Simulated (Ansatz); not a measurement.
## Ge wire along [111], 38 atoms a period, H-terminated: bands by functional and under strain

Aim: is the Ge wire along [111], 38 atoms a period, H-terminated a metal or a semiconductor?

Main program and level: Ansatz 0.2.0; DFT PBE, plane waves, PAW; relaxation of a wire's period; PAW set soft_1, in the first sound run; inputs show where later runs differ.

## (1) Starting point

The cell holds 68 atoms: 38 Ge and 30 H. Its edges and angles: a = 17.493 Å, b = 19.148 Å, c = 9.977 Å, α = 90.0°, β = 90.0°, γ = 90.0°. Vacuum lies along a and b. The structure's axis is c.

## (2) Relaxation of atoms and period

Band widths follow the bond lengths, so the wire is relaxed first. The atoms and the third cell vector are free; the box across stays fixed as vacuum. A Fermi-Dirac smearing is set since the result may be a metal. The pressure printed is a third of the stress's trace over the whole box, vacuum included; only the stress along the axis is relaxed.

input.yaml

```yaml
crystal:
  lattice:
    - [17.493, 0.0, 0.0]
    - [0.0, 19.148, 0.0]
    - [0.0, 0.0, 9.9766126516]
  atoms:
    - { symbol: Ge, position: [0.267177423, 0.499989681, 0.0] }
    - { symbol: Ge, position: [0.383593563, 0.684200315, 0.0] }
    - { symbol: Ge, position: [0.500009703, 0.499989681, 0.0] }
    - { symbol: Ge, position: [0.616425842, 0.684200315, 0.0] }
    - { symbol: Ge, position: [0.267177423, 0.499989681, 0.25] }
    - { symbol: Ge, position: [0.383593563, 0.315779046, 0.25] }
    - { symbol: Ge, position: [0.383593563, 0.684200315, 0.25] }
    - { symbol: Ge, position: [0.500009703, 0.499989681, 0.25] }
    - { symbol: Ge, position: [0.616425842, 0.315779046, 0.25] }
    - { symbol: Ge, position: [0.616425842, 0.684200315, 0.25] }
    - { symbol: Ge, position: [0.732841982, 0.499989681, 0.25] }
    - { symbol: H, position: [0.19436346, 0.661202403, 0.281211434] }
    - { symbol: H, position: [0.500009703, 0.177564236, 0.281211434] }
    - { symbol: H, position: [0.805655945, 0.661202403, 0.281211434] }
    - { symbol: H, position: [0.19436346, 0.461584048, 0.302121899] }
    - { symbol: H, position: [0.310779599, 0.277373414, 0.302121899] }
    - { symbol: H, position: [0.383593563, 0.761011581, 0.302121899] }
    - { symbol: H, position: [0.616425842, 0.761011581, 0.302121899] }
    - { symbol: H, position: [0.689239806, 0.277373414, 0.302121899] }
    - { symbol: H, position: [0.805655945, 0.461584048, 0.302121899] }
    - { symbol: Ge, position: [0.267177423, 0.622796771, 0.333333333] }
    - { symbol: Ge, position: [0.383593563, 0.438586136, 0.333333333] }
    - { symbol: Ge, position: [0.500009703, 0.622796771, 0.333333333] }
    - { symbol: Ge, position: [0.500009703, 0.254375502, 0.333333333] }
    - { symbol: Ge, position: [0.616425842, 0.438586136, 0.333333333] }
    - { symbol: Ge, position: [0.732841982, 0.622796771, 0.333333333] }
    - { symbol: Ge, position: [0.267177423, 0.622796771, 0.583333333] }
    - { symbol: Ge, position: [0.383593563, 0.438586136, 0.583333333] }
    - { symbol: Ge, position: [0.500009703, 0.622796771, 0.583333333] }
    - { symbol: Ge, position: [0.500009703, 0.254375502, 0.583333333] }
    - { symbol: Ge, position: [0.616425842, 0.438586136, 0.583333333] }
    - { symbol: Ge, position: [0.732841982, 0.622796771, 0.583333333] }
    - { symbol: H, position: [0.19436346, 0.415588224, 0.614544767] }
    - { symbol: H, position: [0.267177423, 0.300371326, 0.614544767] }
    - { symbol: H, position: [0.427195739, 0.784009493, 0.614544767] }
    - { symbol: H, position: [0.572823666, 0.784009493, 0.614544767] }
    - { symbol: H, position: [0.732841982, 0.300371326, 0.614544767] }
    - { symbol: H, position: [0.805655945, 0.415588224, 0.614544767] }
    - { symbol: H, position: [0.19436346, 0.584391138, 0.635455233] }
    - { symbol: H, position: [0.267177423, 0.699608036, 0.635455233] }
    - { symbol: H, position: [0.427195739, 0.215969869, 0.635455233] }
    - { symbol: H, position: [0.572823666, 0.215969869, 0.635455233] }
    - { symbol: H, position: [0.732841982, 0.699608036, 0.635455233] }
    - { symbol: H, position: [0.805655945, 0.584391138, 0.635455233] }
    - { symbol: Ge, position: [0.267177423, 0.377182591, 0.666666667] }
    - { symbol: Ge, position: [0.383593563, 0.561393226, 0.666666667] }
    - { symbol: Ge, position: [0.500009703, 0.377182591, 0.666666667] }
    - { symbol: Ge, position: [0.500009703, 0.74560386, 0.666666667] }
    - { symbol: Ge, position: [0.616425842, 0.561393226, 0.666666667] }
    - { symbol: Ge, position: [0.732841982, 0.377182591, 0.666666667] }
    - { symbol: Ge, position: [0.267177423, 0.377182591, 0.916666667] }
    - { symbol: Ge, position: [0.383593563, 0.561393226, 0.916666667] }
    - { symbol: Ge, position: [0.500009703, 0.377182591, 0.916666667] }
    - { symbol: Ge, position: [0.500009703, 0.74560386, 0.916666667] }
    - { symbol: Ge, position: [0.616425842, 0.561393226, 0.916666667] }
    - { symbol: Ge, position: [0.732841982, 0.377182591, 0.916666667] }
    - { symbol: H, position: [0.19436346, 0.538395314, 0.947878101] }
    - { symbol: H, position: [0.310779599, 0.722605948, 0.947878101] }
    - { symbol: H, position: [0.383593563, 0.238967781, 0.947878101] }
    - { symbol: H, position: [0.616425842, 0.238967781, 0.947878101] }
    - { symbol: H, position: [0.689239806, 0.722605948, 0.947878101] }
    - { symbol: H, position: [0.805655945, 0.538395314, 0.947878101] }
    - { symbol: H, position: [0.19436346, 0.338776959, 0.968788566] }
    - { symbol: H, position: [0.500009703, 0.822415125, 0.968788566] }
    - { symbol: H, position: [0.805655945, 0.338776959, 0.968788566] }
    - { symbol: Ge, position: [0.383593563, 0.315779046, 0.0] }
    - { symbol: Ge, position: [0.616425842, 0.315779046, 0.0] }
    - { symbol: Ge, position: [0.732841982, 0.499989681, 0.0] }
kpoints:
  mp_grid: { grid: [1, 1, 9] }
scf:
  occupations: { method: fermi_dirac, width: 0.05 }
hamiltonian:
  xc: pbe
  pseudopotentials: { kind: paw, azcp: { folder: soft_1 } }
relax:
  cell: { fix: [a, b, alpha, beta, gamma] }
  max_steps: 45
  f_tol: 0.03
```

Command:

```bash
> ansatz run input.yaml --threads 16 --pin off --max-ram 61440MiB --backend cuda --events-out ev --progress --plain --runs-dir out --max-vram 78GiB
```

Numbers of over 12 decimals in the logs are rounded to 6 here.

Log:

```text
Engine: ansatz 0.2.0, aarch64-unknown-linux-gnu
Pseudopotentials: kind: paw
Pseudopotential: Ge, paw, valence charge 14, recommended cutoff 420 eV (normal), soft_1/Ge.paw.azcp
Pseudopotential: H, paw, valence charge 1, recommended cutoff 420 eV (normal), soft_1/H.paw.azcp
Functional definition: PBE
  parameter kappa = 0.804
  parameter beta = 0.066725
  exchange = pbe_x(kappa = kappa, mu = beta*pi^2/3)
  correlation = pbe_c(beta = beta)
[...]
Crystal: 68 atoms, lattice volume = 3341.726 Å³
Basis set: ecut = 420 eV, 65401 PW (Γ), exchange–correlation on 240×256×144 points (8 copies of the dense FFT grid, shifted against one another)
Bands: 349, of which v1, the nominal top of the filled ones, is band 281 counted from 1 (280 counted from 0)
Symmetry: 4 space group operations
Space group: P2/m (ITA 10), of the structure as read, at distance tolerance 1.5e-4 Å
k-points: 5 of 9
Non-local potential: Ge, projectors of the file, l = 0: 2, l = 1: 2, l = 2: 3, l = 3: 1
Non-local potential: H, projectors of the file, l = 0: 2, l = 1: 1
PAW form: soft (Blöchl's): semilocal exchange-correlation on the pseudo side does not see the compensation charge
PAW one-centre angular grid: Ge, 590 points (default); XC on 64 Gauss nodes
PAW one-centre angular grid: H, 110 points (default); XC on 64 Gauss nodes
Initial density: superposition of atomic densities (neutral atoms: chi_scale 0, normalization atom)
Initial wavefunctions: pseudopotential atomic-orbital guess
[...]
Functional: x = pbe(κ = 0.804, μ = 0.219515), c = pbe(β = 0.066725)
SCF iter   1: F=—  HF=-163686.283766 eV  |F-HF|=—  |Δ(HF+E_count)|=         —  Δρ=3.17e-2  dr2=2.81e1  ethr=3.10e-3  ⟨swp⟩=6.2  Hψ=6762  notcnv=0  defer=124
preconditioner: auto → Resta (q_TF=auto, 2.027 Å⁻¹)  ε∞=1.9  [insulator: Δε(μ)=1.820 eV  Ē_g=9.155 eV  σ=0.050 eV  W_gap=1.00  n_scr=468 (ndim 8)  ℏωp=8.7 eV  f_vac=0.590  D(μ)=0.00/eV (n_scr^D=0)  ε∞_Penn≈1.9  vacuum switching on, ρ_ref=6.1e-3 e/Å³]
SCF iter   2: F=—  HF=-163680.433274 eV  |F-HF|=—  |Δ(HF+E_count)|=    5.85e0  Δρ=1.46e-2  dr2=7.06e0  ethr=3.10e-3  ⟨swp⟩=3.0  Hψ=2378  notcnv=0  defer=286
[...]
SCF iter  11: F=-163678.757919 eV  HF=-163678.757919 eV  |F-HF|=6.02e-9  |Δ(HF+E_count)|=   2.28e-7  Δρ=5.93e-7  dr2=1.59e-8  ethr=1.78e-11  ⟨swp⟩=4.0  Hψ=4924  notcnv=0
SCF 1 converged in 11 iterations: F = -163678.757919 eV  dr2 = 1.59e-8
  greatest PAW one-centre occupation: 0.998 electrons in one spin orbital (limit 2), on the Ge atom at site 44 (counted from 0), in its partial waves of l = 2
relax step   1: F+E_penalty+E_count = -163678.75791935 eV  Δ(F+E_penalty+E_count) = +0.000e0 eV  max|allowed force component| = 2.737e-1 eV/Å  Δτ_max = 0.0000 Å  P = -0.513 GPa  Ω = 3341.726 Å³  fix = [a, b, alpha, beta, gamma]  reactions: a -0.558, b -0.559 GPa; alpha -0.000 GPa/rad  (11 SCF iters, dr2 threshold 1.00e-7 eV, accepted)
[...]
Crystal: 68 atoms, lattice volume = 3348.040 Å³
Basis set: ecut = 420 eV, 65545 PW (Γ), exchange–correlation on 240×256×144 points (8 copies of the dense FFT grid, shifted against one another)
[...]
iter 1 solved again at ethr=1.01e-4 eV; its pass at ethr=3.10e-3 eV (dr2=5.68e-1 eV) is discarded
SCF iter   1: F=—  HF=-163678.986350 eV  |F-HF|=—  |Δ(HF+E_count)|=         —  Δρ=5.69e-3  dr2=5.86e-1  ethr=1.01e-4  ⟨swp⟩=5.4  Hψ=7072  notcnv=0
preconditioner: auto → Resta (q_TF=auto, 2.026 Å⁻¹)  ε∞=1.5  [insulator: Δε(μ)=1.947 eV  Ē_g=21.838 eV  σ=0.050 eV  W_gap=1.00  n_scr=468 (ndim 8)  ℏωp=15.2 eV  f_vac=0.637  D(μ)=0.00/eV (n_scr^D=0)  ε∞_Penn≈1.5  vacuum switching on, ρ_ref=3.5e-2 e/Å³]
SCF iter   2: F=—  HF=-163678.937341 eV  |F-HF|=—  |Δ(HF+E_count)|=   4.90e-2  Δρ=2.45e-3  dr2=1.81e-1  ethr=1.01e-4  ⟨swp⟩=7.2  Hψ=2855  notcnv=0
[...]
SCF iter   7: F=-163678.918817 eV  HF=-163678.918816 eV  |F-HF|=1.18e-6  |Δ(HF+E_count)|=   1.52e-7  Δρ=1.61e-5  dr2=4.45e-6  ethr=8.33e-10  ⟨swp⟩=3.2  Hψ=6414  notcnv=0
SCF 2 converged in 7 iterations: F = -163678.918817 eV  dr2 = 4.45e-6
  greatest PAW one-centre occupation: 0.998 electrons in one spin orbital (limit 2), on the Ge atom at site 47 (counted from 0), in its partial waves of l = 2
relax step   2: F+E_penalty+E_count = -163678.91881748 eV  Δ(F+E_penalty+E_count) = -1.609e-1 eV  max|allowed force component| = 1.740e-1 eV/Å  Δτ_max = 0.0968 Å  P = +0.017 GPa  Ω = 3348.040 Å³  energy of the carried Pulay correction = -8.643e-4 eV  fix = [a, b, alpha, beta, gamma]  reactions: a +0.075, b +0.073 GPa; alpha +0.000 GPa/rad  (7 SCF iters, dr2 threshold 4.68e-6 eV, accepted)
[...]
SCF 3 converged in 7 iterations: F = -163678.985517 eV  dr2 = 8.16e-7
relax step   3: F+E_penalty+E_count = -163678.98551710 eV  Δ(F+E_penalty+E_count) = -6.670e-2 eV  max|allowed force component| = 1.951e-2 eV/Å  Δτ_max = 0.0388 Å  P = -0.017 GPa  Ω = 3334.912 Å³  energy of the carried Pulay correction = +9.345e-4 eV  fix = [a, b, alpha, beta, gamma]  reactions: a -0.019, b -0.021 GPa; alpha +0.000 GPa/rad  (7 SCF iters, dr2 threshold 1.89e-6 eV, accepted)
[...]
SCF 4 converged in 6 iterations: F = -163678.984534 eV  dr2 = 4.41e-10
relax step   4: F+E_penalty+E_count = -163678.98453352 eV  Δ(F+E_penalty+E_count) = +9.836e-4 eV  max|allowed force component| = 1.947e-2 eV/Å  Δτ_max = 0.0000 Å  P = -0.017 GPa  Ω = 3334.912 Å³  fix = [a, b, alpha, beta, gamma]  reactions: a -0.019, b -0.020 GPa; alpha +0.000 GPa/rad  stress off target by 1.20e-2 GPa on what of the cell is left free  SCF on the basis re-selected at this cell (its energy is not comparable with the rows above)  (6 SCF iters)
[...]
SCF converged after 6 iterations
[...]
- { symbol: Ge, position: [0.615822, 0.681226, 0.248657] }
    - { symbol: Ge, position: [0.729714, 0.501008, 0.248655] }
    - { symbol: H, position: [0.197277, 0.659657, 0.281460] }
    - { symbol: H, position: [0.5, 0.180646, 0.281450] }
    - { symbol: H, position: [0.802723, 0.659657, 0.281460] }
    - { symbol: H, position: [0.197762, 0.462208, 0.300167] }
    - { symbol: H, position: [0.313061, 0.279759, 0.300169] }
    - { symbol: H, position: [0.384700, 0.758006, 0.300172] }
    - { symbol: H, position: [0.615300, 0.758006, 0.300172] }
    - { symbol: H, position: [0.686939, 0.279759, 0.300169] }
    - { symbol: H, position: [0.802238, 0.462208, 0.300167] }
    - { symbol: Ge, position: [0.269768, 0.621426, 0.334403] }
    - { symbol: Ge, position: [0.384288, 0.438957, 0.333503] }
    - { symbol: Ge, position: [0.5, 0.622055, 0.333505] }
    - { symbol: Ge, position: [0.5, 0.257114, 0.334398] }
    - { symbol: Ge, position: [0.615712, 0.438957, 0.333503] }
    - { symbol: Ge, position: [0.730232, 0.621426, 0.334403] }
    - { symbol: Ge, position: [0.270061, 0.621272, 0.580993] }
    - { symbol: Ge, position: [0.384494, 0.439066, 0.583133] }
    - { symbol: Ge, position: [0.5, 0.621838, 0.583136] }
    - { symbol: Ge, position: [0.5, 0.257424, 0.580989] }
    - { symbol: Ge, position: [0.615506, 0.439066, 0.583133] }
    - { symbol: Ge, position: [0.729939, 0.621272, 0.580993] }
    - { symbol: H, position: [0.197202, 0.415477, 0.615835] }
    - { symbol: H, position: [0.268489, 0.302678, 0.615832] }
    - { symbol: H, position: [0.428713, 0.781812, 0.615834] }
    - { symbol: H, position: [0.571287, 0.781812, 0.615834] }
    - { symbol: H, position: [0.731511, 0.302678, 0.615832] }
    - { symbol: H, position: [0.802798, 0.415477, 0.615835] }
    - { symbol: H, position: [0.197202, 0.584502, 0.634165] }
    - { symbol: H, position: [0.268489, 0.697301, 0.634168] }
    - { symbol: H, position: [0.428713, 0.218167, 0.634166] }
    - { symbol: H, position: [0.571287, 0.218167, 0.634166] }
    - { symbol: H, position: [0.731511, 0.697301, 0.634168] }
    - { symbol: H, position: [0.802798, 0.584502, 0.634165] }
    - { symbol: Ge, position: [0.270061, 0.378707, 0.669007] }
    - { symbol: Ge, position: [0.384494, 0.560914, 0.666867] }
    - { symbol: Ge, position: [0.5, 0.378141, 0.666864] }
    - { symbol: Ge, position: [0.5, 0.742555, 0.669011] }
    - { symbol: Ge, position: [0.615506, 0.560914, 0.666867] }
    - { symbol: Ge, position: [0.729939, 0.378707, 0.669007] }
    - { symbol: Ge, position: [0.269768, 0.378553, 0.915597] }
    - { symbol: Ge, position: [0.384288, 0.561023, 0.916497] }
    - { symbol: Ge, position: [0.5, 0.377924, 0.916495] }
    - { symbol: Ge, position: [0.5, 0.742865, 0.915602] }
    - { symbol: Ge, position: [0.615712, 0.561023, 0.916497] }
    - { symbol: Ge, position: [0.730232, 0.378553, 0.915597] }
    - { symbol: H, position: [0.197762, 0.537771, 0.949833] }
    - { symbol: H, position: [0.313061, 0.720220, 0.949831] }
    - { symbol: H, position: [0.384700, 0.241974, 0.949828] }
    - { symbol: H, position: [0.615300, 0.241974, 0.949828] }
    - { symbol: H, position: [0.686939, 0.720220, 0.949831] }
    - { symbol: H, position: [0.802238, 0.537771, 0.949833] }
    - { symbol: H, position: [0.197277, 0.340322, 0.968540] }
    - { symbol: H, position: [0.5, 0.819334, 0.968550] }
    - { symbol: H, position: [0.802723, 0.340322, 0.968540] }
    - { symbol: Ge, position: [0.384178, 0.318753, 0.00134333] }
    - { symbol: Ge, position: [0.615822, 0.318753, 0.00134333] }
    - { symbol: Ge, position: [0.729714, 0.498972, 0.00134476] }
```

Elapsed: 7.1 s, on 1 × NVIDIA GB200 with 16 threads of Arm Neoverse V2, shared host; peak memory 2 GiB; 28 s of CPU time.

Step by step:

```
step  energy less that of the first step (eV)  largest force component (eV/Å)  pressure (GPa)  volume (Å³)
   1                                   0.0000                          0.2737           -0.51      3341.73
   2                                  -0.1609                          0.1740            0.02      3348.04
   3                                  -0.2276                          0.0195           -0.02      3334.91
   4                                  -0.2266                          0.0195           -0.02      3334.91
```

Forces are held to the 4 operations that the run works with; a distortion that breaks them can't arise in this run.

| cell as run | before | after | change |
| --- | --- | --- | --- |
| c (Å) | 9.977 | 9.956 | -0.2 % |

The atoms that moved most (Å, along periodic axes as changes of fractional coordinates times the final cell, across vacuum about the mean position):

| atom | dx | dy | dz | length |
| --- | --- | --- | --- | --- |
| H57 | 0.060 | -0.012 | 0.019 | 0.064 |
| H15 | 0.060 | 0.012 | -0.019 | 0.064 |
| H62 | -0.060 | -0.012 | 0.019 | 0.064 |
| H20 | -0.060 | 0.012 | -0.019 | 0.064 |
| H58 | 0.040 | -0.046 | 0.019 | 0.064 |
| H61 | -0.040 | -0.046 | 0.019 | 0.064 |
| H16 | 0.040 | 0.046 | -0.019 | 0.064 |
| H19 | -0.040 | 0.046 | -0.019 | 0.064 |

Numbers from this step:

```
cell length along the wire : 9.956 Å
```

The cell's length comes to 9.956 Å with spin left out.

(Continued in part 2 of 3.)

[Logs are printed without paths, hosts, clocks, repeated set-up lines and the standing remarks that a program may print on its own settings, such as how far it seeks lower states.]

[Hosts, paths, dates, database ids (printed as entryN), source tags and the programs' standing remarks are cut or masked in the printed files.]
